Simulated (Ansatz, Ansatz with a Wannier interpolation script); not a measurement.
# SnO2 (Pnnm): what limits a Wannier interpolation of GW

Aim: vary the Wannier model and the GW settings for SnO2 (Pnnm) and see what the interpolated bands lose.

Calculated with Ansatz 0.2.0; maximally localised Wannier functions, LDA, plane waves, PAW.

### 1. Starting point

It takes space group Pnnm (No. 58, orthorhombic). Conventional cell: a = 4.788 Å, b = 4.867 Å, c = 3.241 Å, α = 90.00°, β = 90.00°, γ = 90.00°. Nearest to Sn lie 6 O at 2.09 to 2.10 Å. Nearest to O lie 3 Sn at 2.09 to 2.10 Å. Farther neighbours and most contacts between anions are not listed.

Coordinates:

```cif
data_structure
_symmetry_space_group_name_H-M 'P 1'
_symmetry_Int_Tables_number 1
_cell_length_a 4.7880
_cell_length_b 4.8666
_cell_length_c 3.2409
_cell_angle_alpha 90.000
_cell_angle_beta 90.000
_cell_angle_gamma 90.000
_cell_volume 75.52
loop_
_atom_site_label
_atom_site_type_symbol
_atom_site_fract_x
_atom_site_fract_y
_atom_site_fract_z
_atom_site_occupancy
Sn1 Sn 0.50000 0.50000 0.50000 1
Sn2 Sn 0.00000 0.00000 0.00000 1
O3 O 0.29185 0.32104 0.00000 1
O4 O 0.79185 0.17896 0.50000 1
O5 O 0.20814 0.82104 0.50000 1
O6 O 0.70815 0.67896 0.00000 1
```

The cell and positions are those that the Materials Project relaxed with its own functionals (PBE, PBE+U or r2SCAN), kept fixed. This is not the form that SnO2 usually takes at ambient conditions. The default PAW set here is soft_2. Its files were made with PBE.

### 2. Wannier model on 8×8×12

Input file input.yaml:

```yaml
crystal:
  lattice:
    - [4.788004, 0.0, 0.0]
    - [0.0, 4.866582, 0.0]
    - [0.0, 0.0, 3.240898]
  atoms:
    - { symbol: Sn, position: [0.5, 0.5, 0.5] }
    - { symbol: Sn, position: [0.0, 0.0, 0.0] }
    - { symbol: O, position: [0.291855, 0.321042, 0.0] }
    - { symbol: O, position: [0.791855, 0.178958, 0.5] }
    - { symbol: O, position: [0.208145, 0.821042, 0.5] }
    - { symbol: O, position: [0.708145, 0.678958, 0.0] }
kpoints:
  mp_grid: { grid: [4, 4, 6] }
hamiltonian:
  xc: lda
scf:
  occupations: { method: fixed }
  n_extra_bands: 40
output:
  wannier:
    kmesh: [8, 8, 12]
    projections:
      - { species: O, l: p, shell: 2 }
      - { species: Sn, l: s, shell: 5 }
      - { species: Sn, l: p, shell: 5 }
    minimise: true
    write_hr: true
    seedname: w
    conv_tol: 1.0e-07
    max_iter: 4000
    disentanglement:
      window: [0.13, 21.37]
      frozen_window: [0.13, 11.93]
      conv_tol: 1.0e-08
```

On the command line:

```
> ansatz run input.yaml --threads 4 --pin off --max-ram 18432MiB --backend cpu --events-out ev --progress --plain --runs-dir out
```

Numbers of over 12 decimals in the logs are rounded to 6 here.

The program printed:

```text
scf.n_extra_bands = 40 over 26 filled bands (N_el = 52.0): the run solves 66 bands
Engine: ansatz 0.2.0, aarch64-unknown-linux-gnu
Pseudopotentials: kind: paw
Pseudopotential: Sn, paw, valence charge 14, recommended cutoff 420 eV (normal), Sn.paw.azcp
Pseudopotential: O, paw, valence charge 6, recommended cutoff 420 eV (normal), O.paw.azcp
Functional definition: SPW92
  exchange = slater_x
  correlation = pw_c
Crystal: 6 atoms, lattice volume = 75.517 Å³
Basis set: ecut = 420 eV, 1479 PW (Γ)
Bands: 66, of which v1, the nominal top of the filled ones, is band 26 counted from 1 (25 counted from 0)
Symmetry: 8 space group operations
Space group: Pnnm (ITA 58), of the structure as read, at distance tolerance 4.2e-5 Å
k-points: 36 of 96
Non-local potential: Sn, projectors of the file, l = 0: 2, l = 1: 2, l = 2: 2, l = 3: 2
Non-local potential: O, projectors of the file, l = 0: 2, l = 1: 2, l = 2: 1
PAW form: soft (Blöchl's): semilocal exchange-correlation on the pseudo side does not see the compensation charge
PAW frozen core: Sn, regenerated for the run's functional, and the local potential with it (the file was generated under x = pbe(κ = 0.804, μ = 0.219515), c = pbe(β = 0.066725))
PAW frozen core: O, regenerated for the run's functional, and the local potential with it (the file was generated under x = pbe(κ = 0.804, μ = 0.219515), c = pbe(β = 0.066725))
PAW one-centre angular grid: Sn, 590 points (default); XC on 64 Gauss nodes
PAW one-centre angular grid: O, 110 points (default); XC on 64 Gauss nodes
Initial density: superposition of atomic densities (neutral atoms: chi_scale 0, normalization atom), corrected by the library's trained network
Initial wavefunctions: pseudopotential atomic-orbital guess
Functional: x = slater, c = lda
SCF iter   1: F=—  HF=-13980.255811 eV  |F-HF|=—  |Δ(HF+E_count)|=         —  Δρ=1.93e-2  dr2=2.40e-1  ethr=1.77e-3  ⟨swp⟩=5.0  Hψ=8191  notcnv=0  defer=1361
preconditioner: auto → Resta (q_TF=auto, 2.564 Å⁻¹)  ε∞=1.9  [insulator: Δε(μ)=0.560 eV  Ē_g=32.365 eV  n_scr=18 (ndim 8)  ℏωp=30.8 eV  f_vac=0.031  ε∞_Penn≈1.9]
SCF iter   2: F=—  HF=-13980.189836 eV  |F-HF|=—  |Δ(HF+E_count)|=   6.60e-2  Δρ=6.39e-3  dr2=1.31e-2  ethr=4.61e-4  ⟨swp⟩=2.2  Hψ=3047  notcnv=0  defer=1368
SCF iter   3: F=—  HF=-13980.185017 eV  |F-HF|=—  |Δ(HF+E_count)|=   4.82e-3  Δρ=2.07e-3  dr2=1.76e-3  ethr=2.51e-5  ⟨swp⟩=2.9  Hψ=2116  notcnv=0  defer=1368
SCF iter   4: F=—  HF=-13980.184392 eV  |F-HF|=—  |Δ(HF+E_count)|=   6.26e-4  Δρ=5.23e-4  dr2=1.16e-4  ethr=3.39e-6  ⟨swp⟩=3.0  Hψ=1904  notcnv=0  defer=1360
SCF iter   5: F=—  HF=-13980.184357 eV  |F-HF|=—  |Δ(HF+E_count)|=   3.47e-5  Δρ=4.79e-5  dr2=1.47e-6  ethr=2.24e-7  ⟨swp⟩=2.0  Hψ=2044  notcnv=0  defer=1260
SCF iter   6: F=—  HF=-13980.184359 eV  |F-HF|=—  |Δ(HF+E_count)|=   1.66e-6  Δρ=6.15e-6  dr2=2.50e-8  ethr=1.92e-10  ⟨swp⟩=15.3  Hψ=18316  notcnv=0
SCF iter   7: F=-13980.184359 eV  HF=-13980.184359 eV  |F-HF|=1.47e-10  |Δ(HF+E_count)|=   2.81e-9  Δρ=6.87e-7  dr2=2.05e-10  ethr=4.81e-11  ⟨swp⟩=1.0  Hψ=4701  notcnv=0
SCF 1 converged in 7 iterations: F = -13980.184359 eV  dr2 = 2.05e-10
[...]
NSCF: frozen V_eff on 179 k-points
the Wannier pass solved 179 of the 768 points of its mesh, and has the states at the others by symmetry: states obtained by the crystal's operations at points that were solved too leave a residual of 4.52e-13 eV (read by the count's bands and the next), within 1.11e-5 eV
SCF converged after 7 iterations
Free energy (F): -13980.184359 eV
Harris-Foulkes:  -13980.184359 eV  (|F-HF|=1.47e-10)
Internal energy: -13980.184359 eV  (E = F + TS)
E sigma→0 (E₀):  -13980.184359 eV
Fermi energy:    8.251027 eV
--- Per-component energies (eV) ---
  E_band       = -171.693430
  E_kinetic    = 1073.298192
  E_local      = -2962.185874  (includes V_loc(G=0)·N_el)
  E_nonlocal   = 149.795412
  E_hartree    = 1510.314691
  E_xc         = -1039.926376
  E_vxc        = -561.717403  (∫ρ·V_xc dr)
  E_paw        = -8600.264890  (= ΣΔE_a)
  E_vpaw       = -891.523339  (= ΣTr[D̂ρ^β])
  E_aug_tail   = 0.010079  (compensation charges beyond the density's cutoff)
  E_ewald      = -4112.463075
  E_core_change = 1.237482  (= ΣΔE_core)
  E_smearing   = -0.000000  (= −TS)
  E_closure    = 0.000000  (closes the sum)
  Σ components = -13980.184359   (vs F -13980.184359, Δ=0.00e0)
--- Band table (eV; the first three rows and the last of 36) ---
  k-point 0: bands = [... 22 lower, 7.1026, 7.6263, 7.6328, 8.2510, 8.9330, 13.7703, 14.1157, 14.2681, ... 36 higher]
  k-point 1: bands = [... 22 lower, 6.2576, 7.6186, 7.6562, 8.1108, 10.4262, 14.2137, 15.1576, 15.2994, ... 36 higher]
  k-point 2: bands = [... 22 lower, 6.0719, 7.3761, 7.4756, 7.5508, 12.3743, 14.4304, 16.5791, 17.1015, ... 36 higher]
  k-point 35: bands = [... 22 lower, 7.4121, 7.4121, 7.5970, 7.5970, 12.4865, 12.4865, 16.6857, 16.6857, ... 36 higher]
Error: <dir> a combination of the trial orbitals is all but absent from every band inside the outer window at ik = 0: its weight there is 4.4e-15 of the largest combination's or less, which the computation cannot tell from zero, so that the projections give no starting gauge (the trial orbitals are those of output.wannier.projections, and ik = 0 is k-point 1 of the .win and .amn files); widen output.wannier.disentanglement.window
```

Elapsed: 40 s, on 4 threads of Arm Neoverse V1, shared host; peak memory 1.7 GiB.

The run ended with an error after its SCF cycle had converged; no result of it is taken.

The program's message: “Error: <dir> a combination of the trial orbitals is all but absent from every band inside the outer window at ik = 0: its weight there is 4.4e-15 of the largest combination's or less, which the comput …”

### 3. Wannier model on 8×8×12

Localised functions give a small Hamiltonian that interpolates between mesh points at no cost.

Changes to input.yaml since step 2:

```diff
@@ -32,4 +32,4 @@
     disentanglement:
-      window: [0.13, 21.37]
-      frozen_window: [0.13, 11.93]
+      window: [0.13, 22.9]
+      frozen_window: [0.13, 12.93]
       conv_tol: 1.0e-08
```

The program printed:

```text
[...]
Crystal: 6 atoms, lattice volume = 75.517 Å³
Basis set: ecut = 420 eV, 1479 PW (Γ)
Bands: 66, of which v1, the nominal top of the filled ones, is band 26 counted from 1 (25 counted from 0)
Symmetry: 8 space group operations
[...]
k-points: 36 of 96
[...]
SCF iter   1: F=—  HF=-13980.255811 eV  |F-HF|=—  |Δ(HF+E_count)|=         —  Δρ=1.93e-2  dr2=2.40e-1  ethr=1.77e-3  ⟨swp⟩=5.0  Hψ=8191  notcnv=0  defer=1361
[...]
SCF iter   7: F=-13980.184359 eV  HF=-13980.184359 eV  |F-HF|=1.47e-10  |Δ(HF+E_count)|=   2.81e-9  Δρ=6.87e-7  dr2=2.05e-10  ethr=4.81e-11  ⟨swp⟩=1.0  Hψ=4701  notcnv=0
SCF 1 converged in 7 iterations: F = -13980.184359 eV  dr2 = 2.05e-10
[...]
NSCF: frozen V_eff on 179 k-points
[...]
SCF converged after 7 iterations
Free energy (F): -13980.184359 eV
[...]
Internal energy: -13980.184359 eV  (E = F + TS)
E sigma→0 (E₀):  -13980.184359 eV
Fermi energy:    8.251027 eV
[...]
--- Band table (eV; the first three rows and the last of 36) ---
  k-point 0: bands = [... 22 lower, 7.1026, 7.6263, 7.6328, 8.2510, 8.9330, 13.7703, 14.1157, 14.2681, ... 36 higher]
  k-point 1: bands = [... 22 lower, 6.2576, 7.6186, 7.6562, 8.1108, 10.4262, 14.2137, 15.1576, 15.2994, ... 36 higher]
  k-point 2: bands = [... 22 lower, 6.0719, 7.3761, 7.4756, 7.5508, 12.3743, 14.4304, 16.5791, 17.1015, ... 36 higher]
  k-point 35: bands = [... 22 lower, 7.4121, 7.4121, 7.5970, 7.5970, 12.4865, 12.4865, 16.6857, 16.6857, ... 36 higher]
Wannier search: line search 1 of at most 4000: gauge-dependent spread (as the search counts it) 5.7578866 Å², largest recent change 6.9e-1 Å² and fall left 7.5e-4 Å² against conv_tol 1.0e-7 Å², 0 stops escaped
```

Run time: 49 s. Hardware: 4 threads; peak memory 1.7 GiB.

This step gave:

| Quantity | Value |
| --- | --- |
| gauge-invariant spread | 22.29 Å² |
| diagonal spread | 0.007057 Å² |
| off-diagonal spread | 3.205 Å² |
| total spread | 25.50 Å² |
| least projectability | 0.3368 |
| localisation steps | 58 |
| disentanglement steps | 250 |
| r.m.s. interpolation error | 1.67e-4 eV |
| r.m.s. error near the gap | 2.18e-4 eV |

Near the gap the model misses directly solved bands by 0.2 meV r.m.s. and by 2 meV at most in the window tested. This tests the starting bands, not the corrections carried with them.

Frozen up to 4.67 eV; above it the model need not follow the bands. Electronic bands along the path, in eV, zero at the valence-band top:

| point | band 23 | band 24 | band 25 | band 26 | band 27 | band 28 | band 29 | band 30 |
| --- | --- | --- | --- | --- | --- | --- | --- | --- |
| Γ | -1.16 | -0.64 | -0.63 | -0.01 | 0.67 | 5.80 | 5.85 | 6.01 |
| halfway | -1.16 | -1.15 | -0.59 | -0.12 | 1.93 | 5.02 | 6.17 | 6.33 |
| X | -1.14 | -1.14 | -0.44 | -0.44 | 3.71 | 3.71 | 6.53 | 6.53 |
| halfway | -1.20 | -1.20 | -0.60 | -0.60 | 3.94 | 3.94 | 6.78 | 6.78 |
| S | -1.26 | -1.26 | -0.73 | -0.73 | 4.17 | 4.17 | 7.04 | 7.04 |
| halfway | -1.19 | -1.19 | -0.65 | -0.65 | 4.01 | 4.01 | 6.98 | 6.98 |
| Y | -1.12 | -1.12 | -0.57 | -0.57 | 3.87 | 3.87 | 6.92 | 6.92 |
| halfway | -1.17 | -1.12 | -0.61 | -0.31 | 2.02 | 5.15 | 6.34 | 6.49 |
| Γ | -1.16 | -0.64 | -0.63 | -0.01 | 0.67 | 5.80 | 5.85 | 6.01 |
| halfway | -2.48 | -0.74 | -0.67 | -0.39 | 3.20 | 6.19 | 7.86 | 7.97 |
| Z | -1.47 | -1.47 | -1.05 | -1.05 | 5.52 | 5.52 | 9.67 | 9.67 |
| halfway | -1.34 | -1.34 | -0.87 | -0.87 | 5.65 | 5.65 | 8.43 | 8.43 |
| U | -0.83 | -0.83 | -0.73 | -0.73 | 5.85 | 5.85 | 7.57 | 7.57 |
| halfway | -1.01 | -1.01 | -0.73 | -0.73 | 4.85 | 4.85 | 8.28 | 8.28 |
| R | -0.85 | -0.85 | -0.67 | -0.67 | 4.22 | 4.22 | 8.46 | 8.46 |
| halfway | -0.96 | -0.96 | -0.78 | -0.78 | 4.76 | 4.76 | 8.18 | 8.18 |
| T | -1.04 | -1.04 | -0.63 | -0.63 | 5.80 | 5.80 | 7.35 | 7.35 |
| halfway | -1.25 | -1.25 | -1.02 | -1.02 | 5.61 | 5.61 | 8.25 | 8.25 |
| Z | -1.47 | -1.47 | -1.05 | -1.05 | 5.52 | 5.52 | 9.67 | 9.67 |
| jump to X | -1.14 | -1.14 | -0.44 | -0.44 | 3.71 | 3.71 | 6.53 | 6.53 |
| halfway | -1.27 | -1.27 | -0.58 | -0.58 | 4.83 | 4.83 | 8.32 | 8.32 |
| U | -0.83 | -0.83 | -0.73 | -0.73 | 5.85 | 5.85 | 7.57 | 7.57 |
| jump to Y | -1.12 | -1.12 | -0.57 | -0.57 | 3.87 | 3.87 | 6.92 | 6.92 |
| halfway | -1.26 | -1.26 | -0.76 | -0.76 | 4.88 | 4.88 | 8.26 | 8.26 |
| T | -1.04 | -1.04 | -0.63 | -0.63 | 5.80 | 5.80 | 7.35 | 7.35 |
| jump to S | -1.26 | -1.26 | -0.73 | -0.73 | 4.17 | 4.17 | 7.04 | 7.04 |

The same for Kohn-Sham, solved directly:

```csv
point,band 23,band 24,band 25,band 26,band 27,band 28,band 29,band 30
Γ,-1.16,-0.64,-0.63,-0.01,0.67,5.51,5.85,6.01
X,-1.14,-1.14,-0.44,-0.44,3.71,3.71,6.42,6.42
S,-1.26,-1.26,-0.73,-0.73,4.17,4.17,6.99,6.99
Y,-1.12,-1.12,-0.57,-0.57,3.87,3.87,6.87,6.87
Γ,-1.16,-0.64,-0.63,-0.01,0.67,5.51,5.85,6.01
Z,-1.47,-1.47,-1.05,-1.05,5.44,5.44,9.18,9.18
U,-0.83,-0.83,-0.73,-0.73,5.74,5.74,7.57,7.57
R,-0.85,-0.85,-0.67,-0.67,4.22,4.22,8.42,8.42
T,-1.04,-1.04,-0.63,-0.63,5.64,5.64,7.35,7.35
Z,-1.47,-1.47,-1.05,-1.05,5.44,5.44,9.18,9.18
X,-1.14,-1.14,-0.44,-0.44,3.71,3.71,6.42,6.42
U,-0.83,-0.83,-0.73,-0.73,5.74,5.74,7.57,7.57
Y,-1.12,-1.12,-0.57,-0.57,3.87,3.87,6.87,6.87
T,-1.04,-1.04,-0.63,-0.63,5.64,5.64,7.35,7.35
```

### 4. Wannier model on 4×4×6

Changes to input.yaml since step 3:

```diff
@@ -21,3 +21,3 @@
   wannier:
-    kmesh: [8, 8, 12]
+    kmesh: [4, 4, 6]
     projections:
```

The program printed:

```text
[...]
Crystal: 6 atoms, lattice volume = 75.517 Å³
Basis set: ecut = 420 eV, 1479 PW (Γ)
Bands: 66, of which v1, the nominal top of the filled ones, is band 26 counted from 1 (25 counted from 0)
Symmetry: 8 space group operations
[...]
k-points: 36 of 96
[...]
SCF iter   1: F=—  HF=-13980.255811 eV  |F-HF|=—  |Δ(HF+E_count)|=         —  Δρ=1.93e-2  dr2=2.40e-1  ethr=1.77e-3  ⟨swp⟩=5.0  Hψ=8191  notcnv=0  defer=1361
[...]
SCF iter   7: F=-13980.184359 eV  HF=-13980.184359 eV  |F-HF|=1.47e-10  |Δ(HF+E_count)|=   2.81e-9  Δρ=6.87e-7  dr2=2.05e-10  ethr=4.81e-11  ⟨swp⟩=1.0  Hψ=4701  notcnv=0
SCF 1 converged in 7 iterations: F = -13980.184359 eV  dr2 = 2.05e-10
[...]
SCF converged after 7 iterations
Free energy (F): -13980.184359 eV
[...]
Internal energy: -13980.184359 eV  (E = F + TS)
E sigma→0 (E₀):  -13980.184359 eV
Fermi energy:    8.251027 eV
[...]
--- Band table (eV; the first three rows and the last of 36) ---
  k-point 0: bands = [... 22 lower, 7.1026, 7.6263, 7.6328, 8.2510, 8.9330, 13.7703, 14.1157, 14.2681, ... 36 higher]
  k-point 1: bands = [... 22 lower, 6.2576, 7.6186, 7.6562, 8.1108, 10.4262, 14.2137, 15.1576, 15.2994, ... 36 higher]
  k-point 2: bands = [... 22 lower, 6.0719, 7.3761, 7.4756, 7.5508, 12.3743, 14.4304, 16.5791, 17.1015, ... 36 higher]
  k-point 35: bands = [... 22 lower, 7.4121, 7.4121, 7.5970, 7.5970, 12.4865, 12.4865, 16.6857, 16.6857, ... 36 higher]
[...]
```

Elapsed: 10 s, on 4 threads; peak memory 0.45 GiB; 38 s of CPU time.

Numbers from this step:

```
gauge-invariant spread     : 21.18 Å²
diagonal spread            : 0.006366 Å²
off-diagonal spread        : 3.167 Å²
total spread               : 24.35 Å²
least projectability       : 0.3361
localisation steps         : 63
disentanglement steps      : 77
r.m.s. interpolation error : 0.001195 eV
r.m.s. error near the gap  : 0.001370 eV
```

Near the gap the model misses directly solved bands by 1.4 meV r.m.s. and by 15 meV at most in the window tested. This tests the starting bands, not the corrections carried with them.

Frozen up to 4.67 eV; above it the model need not follow the bands. Electronic bands along the path, in eV, zero at the valence-band top; v1 is the highest filled band, c1 the lowest empty one:

```csv
point,v4,v3,v2,v1,c1,c2,c3,c4
Γ,-1.16,-0.64,-0.63,-0.01,0.67,5.79,5.85,6.01
halfway,-1.16,-1.15,-0.59,-0.12,1.93,5.03,6.17,6.32
X,-1.14,-1.14,-0.44,-0.44,3.71,3.71,6.53,6.53
halfway,-1.20,-1.20,-0.60,-0.60,3.94,3.94,6.79,6.79
S,-1.26,-1.26,-0.73,-0.73,4.17,4.17,7.03,7.03
halfway,-1.19,-1.19,-0.65,-0.65,4.01,4.01,6.98,6.98
Y,-1.12,-1.12,-0.57,-0.57,3.87,3.87,6.92,6.92
halfway,-1.17,-1.12,-0.61,-0.31,2.02,5.16,6.34,6.49
Γ,-1.16,-0.64,-0.63,-0.01,0.67,5.79,5.85,6.01
halfway,-2.48,-0.74,-0.67,-0.39,3.21,6.18,7.91,8.03
Z,-1.47,-1.47,-1.05,-1.05,5.51,5.51,9.84,9.84
halfway,-1.34,-1.34,-0.87,-0.87,5.64,5.64,8.48,8.48
U,-0.83,-0.83,-0.73,-0.73,5.84,5.84,7.57,7.57
halfway,-1.01,-1.01,-0.73,-0.73,4.85,4.85,8.28,8.28
R,-0.85,-0.85,-0.67,-0.67,4.22,4.22,8.46,8.46
halfway,-0.96,-0.96,-0.78,-0.78,4.76,4.76,8.18,8.18
T,-1.04,-1.04,-0.63,-0.63,5.79,5.79,7.35,7.35
halfway,-1.25,-1.25,-1.02,-1.02,5.60,5.60,8.26,8.26
Z,-1.47,-1.47,-1.05,-1.05,5.51,5.51,9.84,9.84
jump to X,-1.14,-1.14,-0.44,-0.44,3.71,3.71,6.53,6.53
halfway,-1.27,-1.27,-0.58,-0.58,4.83,4.83,8.31,8.31
U,-0.83,-0.83,-0.73,-0.73,5.84,5.84,7.57,7.57
jump to Y,-1.12,-1.12,-0.57,-0.57,3.87,3.87,6.92,6.92
halfway,-1.26,-1.26,-0.76,-0.76,4.88,4.88,8.24,8.25
T,-1.04,-1.04,-0.63,-0.63,5.79,5.79,7.35,7.35
jump to S,-1.26,-1.26,-0.73,-0.73,4.17,4.17,7.03,7.03
```

The same for Kohn-Sham, solved directly:

```
point     v4     v3     v2     v1    c1    c2    c3    c4
    Γ  -1.16  -0.64  -0.63  -0.01  0.67  5.51  5.85  6.01
    X  -1.14  -1.14  -0.44  -0.44  3.71  3.71  6.42  6.42
    S  -1.26  -1.26  -0.73  -0.73  4.17  4.17  6.99  6.99
    Y  -1.12  -1.12  -0.57  -0.57  3.87  3.87  6.87  6.87
    Γ  -1.16  -0.64  -0.63  -0.01  0.67  5.51  5.85  6.01
    Z  -1.47  -1.47  -1.05  -1.05  5.44  5.44  9.18  9.18
    U  -0.83  -0.83  -0.73  -0.73  5.74  5.74  7.57  7.57
    R  -0.85  -0.85  -0.67  -0.67  4.22  4.22  8.42  8.42
    T  -1.04  -1.04  -0.63  -0.63  5.64  5.64  7.35  7.35
    Z  -1.47  -1.47  -1.05  -1.05  5.44  5.44  9.18  9.18
    X  -1.14  -1.14  -0.44  -0.44  3.71  3.71  6.42  6.42
    U  -0.83  -0.83  -0.73  -0.73  5.74  5.74  7.57  7.57
    Y  -1.12  -1.12  -0.57  -0.57  3.87  3.87  6.87  6.87
    T  -1.04  -1.04  -0.63  -0.63  5.64  5.64  7.35  7.35
```

[end of part 1 of 2]

[Paths, hosts, dates, memory and timing lines, banners, echoed tables and standing remarks are left out of the program output.]

[Logs are printed without paths, hosts, clocks, repeated set-up lines and the standing remarks that a program may print on its own settings, such as how far it seeks lower states.]

[Runs of the session that timed out or met a known fault of the program may be left out.]

[Hosts, paths, dates, database ids (printed as entryN), source tags and the programs' standing remarks are cut or masked in the printed files.]
